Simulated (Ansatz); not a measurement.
# Work function of Li(100): what the settings cost and change, part 2 of 2

How far do cutoff, k-mesh and smearing move the work function of Li(100)?

Ansatz 0.2.0; plane-wave DFT, PBE, Ansatz PAW.

So far. Step 8 (Slab): The work function is 3.040 eV, +0.004 eV from the run “cutoff 420 eV”, at 0.52 times its CPU time. Step 9 (Run): The work function is 3.035 eV, -0.001 eV from the run “cutoff 420 eV”, at 2.0 times its CPU time.

**10. Run**

input.yaml

```yaml
crystal:
  lattice:
    - [3.49, 0.0, 0.0]
    - [0.0, 3.49, 0.0]
    - [0.0, 0.0, 28.47]
  atoms:
    - { symbol: Li, position: [0.0, 0.0, 0.3161222339] }
    - { symbol: Li, position: [0.5, 0.5, 0.3774148226] }
    - { symbol: Li, position: [0.0, 0.0, 0.4387074113] }
    - { symbol: Li, position: [0.5, 0.5, 0.5] }
    - { symbol: Li, position: [0.0, 0.0, 0.5612925887] }
    - { symbol: Li, position: [0.5, 0.5, 0.6225851774] }
    - { symbol: Li, position: [0.0, 0.0, 0.6838777661] }
kpoints:
  mp_grid: { grid: [12, 12, 1] }
hamiltonian:
  xc: pbe
scf:
  occupations: { method: gaussian, width: 0.05 }
  convergence: { dr2_threshold: 1.0e-09 }
efield:
  axis: 3
  dipole_correction: true
  ramp_position: 0.97
  ramp_width: 0.06
output:
  write_potential: true
  write_density: true
  volumetric_format: npy
```

On the command line:

```console
$ ansatz run input.yaml --threads 2 --pin off --max-ram 3072MiB --backend cpu --events-out ev --progress --plain --runs-dir out
```

Numbers of over 12 decimals in the logs are rounded to 6 here.

Output:

```text
[...]
Crystal: 7 atoms, lattice volume = 346.767 Å³
Basis set: ecut = 420 eV, 6699 PW (Γ)
Bands: 18, of which v1, the nominal top of the filled ones, is band 11 counted from 1 (10 counted from 0)
Symmetry: 8 space group operations
k-points: 28 of 144
[...]
k-point 1: bands = [... 7 lower, -4.5447, -4.1399, -3.4265, -2.4828, -1.4512, -0.4238, 0.6891, 1.6568, ... 3 higher]
  k-point 2: bands = [... 7 lower, -4.3500, -3.9455, -3.2329, -2.2902, -1.2595, -0.2380, 0.8524, 1.7831, ... 3 higher]
  k-point 27: bands = [... 7 lower, -0.8087, -0.8087, -0.3004, -0.3004, 0.6016, 0.6016, 1.8278, 1.8583, ... 3 higher]
[key lines of the parts left out:]
SCF converged after 7 iterations
Free energy (F): -1432.078899 eV
Fermi energy:    -1.259834 eV
Dipole field:    D = 0.000006 V/Å  (p = 0.000012 e·Å, saw-weighted, corrected)
Work function:   Φ+ = 3.0130 eV   Φ− = 3.0132 eV
```

Wall time 21 s (2 threads of Arm Neoverse N1, shared host); peak memory 0.5 GiB.

The work function is 3.013 eV, -0.023 eV from the run “cutoff 420 eV”, at 0.96 times its CPU time.

**11. Run**

input.yaml, as its differences from that of step 10:

```diff
@@ -18,3 +18,3 @@
 scf:
-  occupations: { method: gaussian, width: 0.05 }
+  occupations: { method: methfessel_paxton, width: 0.2 }
   convergence: { dr2_threshold: 1.0e-09 }
```

Output:

```text
[...]
Crystal: 7 atoms, lattice volume = 346.767 Å³
Basis set: ecut = 420 eV, 6699 PW (Γ)
Bands: 18, of which v1, the nominal top of the filled ones, is band 11 counted from 1 (10 counted from 0)
Symmetry: 8 space group operations
k-points: 28 of 144
[...]
k-point 1: bands = [... 7 lower, -4.5695, -4.1623, -3.4474, -2.4993, -1.4647, -0.4353, 0.6797, 1.6597, ... 3 higher]
  k-point 2: bands = [... 7 lower, -4.3748, -3.9679, -3.2539, -2.3069, -1.2734, -0.2500, 0.8417, 1.7814, ... 3 higher]
  k-point 27: bands = [... 7 lower, -0.8333, -0.8333, -0.3225, -0.3225, 0.5805, 0.5805, 1.8022, 1.8340, ... 3 higher]
[key lines of the parts left out:]
SCF converged after 7 iterations
Free energy (F): -1432.077266 eV
Fermi energy:    -1.260291 eV
Dipole field:    D = 0.000001 V/Å  (p = 0.000003 e·Å, saw-weighted, corrected)
Work function:   Φ+ = 3.0328 eV   Φ− = 3.0328 eV
```

Wall time 21 s (2 threads); peak memory 0.51 GiB; 34 s of CPU time.

The work function is 3.033 eV, -0.003 eV from the run “cutoff 420 eV”, at 0.95 times its CPU time.

**12. Slab**

input.yaml, as its differences from that of step 11:

```diff
@@ -18,3 +18,3 @@
 scf:
-  occupations: { method: methfessel_paxton, width: 0.2 }
+  occupations: { method: fermi_dirac, width: 0.3 }
   convergence: { dr2_threshold: 1.0e-09 }
```

Output:

```text
band count auto-derived: 21 (N_el = 21.0; filled up to band 11; 18 by the electrons, moments and atoms)
[...]
Crystal: 7 atoms, lattice volume = 346.767 Å³
Basis set: ecut = 420 eV, 6699 PW (Γ)
Bands: 21, of which v1, the nominal top of the filled ones, is band 11 counted from 1 (10 counted from 0)
Symmetry: 8 space group operations
k-points: 28 of 144
[...]
k-point 1: bands = [... 7 lower, -4.6140, -4.1957, -3.4815, -2.5263, -1.4856, -0.4528, 0.6643, 1.6569, ... 6 higher]
  k-point 2: bands = [... 7 lower, -4.4194, -4.0014, -3.2881, -2.3343, -1.2949, -0.2683, 0.8240, 1.7738, ... 6 higher]
  k-point 27: bands = [... 7 lower, -0.8774, -0.8774, -0.3555, -0.3555, 0.5457, 0.5457, 1.7622, 1.7989, ... 6 higher]
[key lines of the parts left out:]
SCF converged after 7 iterations
Free energy (F): -1432.613463 eV
Fermi energy:    -1.337852 eV
Dipole field:    D = 0.000000 V/Å  (p = 0.000000 e·Å, saw-weighted, corrected)
Work function:   Φ+ = 3.1434 eV   Φ− = 3.1433 eV
```

The job ended after 24 s (2 threads; peak memory 0.53 GiB; 40 s of CPU time).

The work function is 3.143 eV, +0.108 eV from the run “cutoff 420 eV”, at 1.1 times its CPU time.

**13. Run**

input.yaml, as its differences from that of step 12:

```diff
@@ -18,3 +18,3 @@
 scf:
-  occupations: { method: fermi_dirac, width: 0.3 }
+  occupations: { method: cold, width: 0.1 }
   convergence: { dr2_threshold: 1.0e-09 }
```

Output:

```text
[...]
Crystal: 7 atoms, lattice volume = 346.767 Å³
Basis set: ecut = 420 eV, 6699 PW (Γ)
Bands: 18, of which v1, the nominal top of the filled ones, is band 11 counted from 1 (10 counted from 0)
Symmetry: 8 space group operations
k-points: 28 of 144
[...]
k-point 1: bands = [... 7 lower, -4.5542, -4.1487, -3.4355, -2.4903, -1.4574, -0.4295, 0.6847, 1.6575, ... 3 higher]
  k-point 2: bands = [... 7 lower, -4.3595, -3.9544, -3.2419, -2.2978, -1.2658, -0.2438, 0.8475, 1.7820, ... 3 higher]
  k-point 27: bands = [... 7 lower, -0.8182, -0.8182, -0.3092, -0.3092, 0.5924, 0.5924, 1.8186, 1.8502, ... 3 higher]
[key lines of the parts left out:]
SCF converged after 7 iterations
Free energy (F): -1432.075001 eV
Fermi energy:    -1.260055 eV
Dipole field:    D = 0.000001 V/Å  (p = 0.000002 e·Å, saw-weighted, corrected)
Work function:   Φ+ = 3.0216 eV   Φ− = 3.0215 eV
```

The job ended after 21 s (2 threads; peak memory 0.51 GiB; 34 s of CPU time).

The work function is 3.022 eV, -0.014 eV from the run “cutoff 420 eV”, at 0.95 times its CPU time.

**14. Comparing the runs**

Times are for 2 threads of Arm Neoverse N1, shared host. The runs compared:

```csv
no.,setting,"work function, upper face (eV)",time,memory (GiB)
1,cutoff 200 eV,3.047,9.5 s,0.32
2,cutoff 300 eV,3.036,14 s,0.39
3,cutoff 420 eV,3.036,21 s,0.5
4,cutoff 600 eV,3.036,39 s,0.72
5,mesh 2x2,3.323,3.6 s,0.4
6,mesh 4x4,3.017,6.7 s,0.39
7,mesh 8x8,3.040,11 s,0.44
8,mesh 18x18,3.035,40 s,0.68
9,Gaussian smearing 0.05 eV,3.013,21 s,0.5
10,methfessel_paxton smearing 0.2 eV,3.033,21 s,0.51
11,fermi_dirac smearing 0.3 eV,3.143,24 s,0.53
12,cold smearing 0.1 eV,3.022,21 s,0.51
```

**15. A changed input**

An input spoilt on purpose, to show how the run answers: it repeats the earlier run “cutoff 200 eV” with efield.amplitude to 3.0, and scf.max_iter set to 60; its output block differs too.

input.yaml, as its differences from that of step 13:

```diff
@@ -18,4 +18,5 @@
 scf:
-  occupations: { method: cold, width: 0.1 }
+  occupations: { method: fermi_dirac, width: 0.1 }
   convergence: { dr2_threshold: 1.0e-09 }
+  max_iter: 60
 efield:
@@ -25,2 +26,5 @@
   ramp_width: 0.06
+  amplitude: 3.0
+basis:
+  ecutwfc: "200 eV"
 output:
```

Output:

```text
[...]
Crystal: 7 atoms, lattice volume = 346.767 Å³
Basis set: ecut = 200 eV, 2177 PW (Γ)
Bands: 18, of which v1, the nominal top of the filled ones, is band 11 counted from 1 (10 counted from 0)
Symmetry: 8 space group operations
k-points: 28 of 144
[...]
SCF iter   1: F=—  HF=-1437.476490 eV  |F-HF|=—  |Δ(HF+E_count)|=         —  Δρ=1.25e-2  dr2=3.16e1  ethr=3.10e-3  p=2.968 e·Å  D=1.55e0 V/Å  ΔV_dip=-44.09 eV  dr2_dipole=6.72e0  V_vac-E_F(+/−)=25.23/4.48 eV  ⟨swp⟩=13.5  Hψ=4822  notcnv=0
[...]
SCF iter  15: F=-1434.621022 eV  HF=-1434.621022 eV  |F-HF|=4.50e-11  |Δ(HF+E_count)|=  2.05e-10  Δρ=7.81e-8  dr2=5.79e-11  ethr=4.76e-12  p=2.897 e·Å  D=1.51e0 V/Å  ΔV_dip=-43.05 eV  dr2_dipole=3.00e-12  V_vac-E_F(+/−)=21.29/0.02 eV  ⟨swp⟩=13.0  Hψ=3420  notcnv=0
[...]
SCF 1 converged in 15 iterations: F = -1434.621022 eV  dr2 = 5.79e-11
[...]
SCF converged after 15 iterations
Free energy (F): -1434.621022 eV
[...]
Internal energy: -1434.497071 eV  (E = F + TS)
E sigma→0 (E₀):  -1434.559046 eV
Entropy (-TS):   -0.123951 eV (-17.707 meV/atom)
Fermi energy:    -2.338701 eV
Dipole field:    D = 1.511950 V/Å  (p = 2.897438 e·Å, saw-weighted, corrected)
Work function:   not extracted (applied field tilts the vacuum); planar V_es + V_field profile in the machine report
[...]
--- Band table (eV; the first three rows and the last of 28) ---
  k-point 0: bands = [... 7 lower, -5.6914, -5.2705, -4.5443, -3.6260, -2.7488, -1.6591, -0.4291, 0.7451, ... 3 higher]
  k-point 1: bands = [... 7 lower, -5.6250, -5.2045, -4.4781, -3.5592, -2.6795, -1.5979, -0.3767, 0.7892, ... 3 higher]
  k-point 2: bands = [... 7 lower, -5.4305, -5.0114, -4.2854, -3.3612, -2.4760, -1.4262, -0.2649, 0.6578, ... 3 higher]
  k-point 27: bands = [... 7 lower, -1.9130, -1.9130, -1.3877, -1.3877, -0.4627, -0.4627, 0.7513, 0.7753, ... 3 higher]
```

Elapsed: 21 s, on 2 threads; peak memory 0.31 GiB; 34 s of CPU time.

The fault (a field far too strong) makes this run a check alone; its numbers are not taken further.

**16. What came out**

```json
{
 "work function, cutoff 420 eV": "3.036 eV",
 "work function, cutoff 600 eV": "3.036 eV",
 "work function, mesh 2x2": "3.323 eV",
 "work function, Gaussian smearing 0.05 eV": "3.013 eV"
}
```

What this shows: The run at the highest cutoff gives 3.04 eV, and the settings tried spread the value from 3.01 to 3.32 eV. Against 600 eV, a cutoff of 200 eV is off by +0.012 eV. Against 600 eV, a cutoff of 420 eV is off by -0.000 eV. Against the finest mesh, 18 points along a, the coarser ones are off by +0.29 (2), -0.02 (4) and +0.01 (8) eV. The smearing schemes and widths spread it over 0.13 eV. The ladder's slabs use the tabulated experimental lattice constant (two decimals; a low-temperature value for the alkali metals). In 1 run of the series (cutoff 200 eV) the program warns that electrons reach the sawtooth's ramp, which makes dipole and work function less sure.

[Logs are printed without paths, hosts, clocks, repeated set-up lines and the standing remarks that a program may print on its own settings, such as how far it seeks lower states.]

[Hosts, paths, dates, database ids (printed as entryN), source tags and the programs' standing remarks are cut or masked in the printed files.]

[Maps of the electrostatic potential energy from Ansatz leave out the sawtooth potential of an applied field or a dipole correction, so their vacuum need not be flat; planar profiles and work functions include it.]
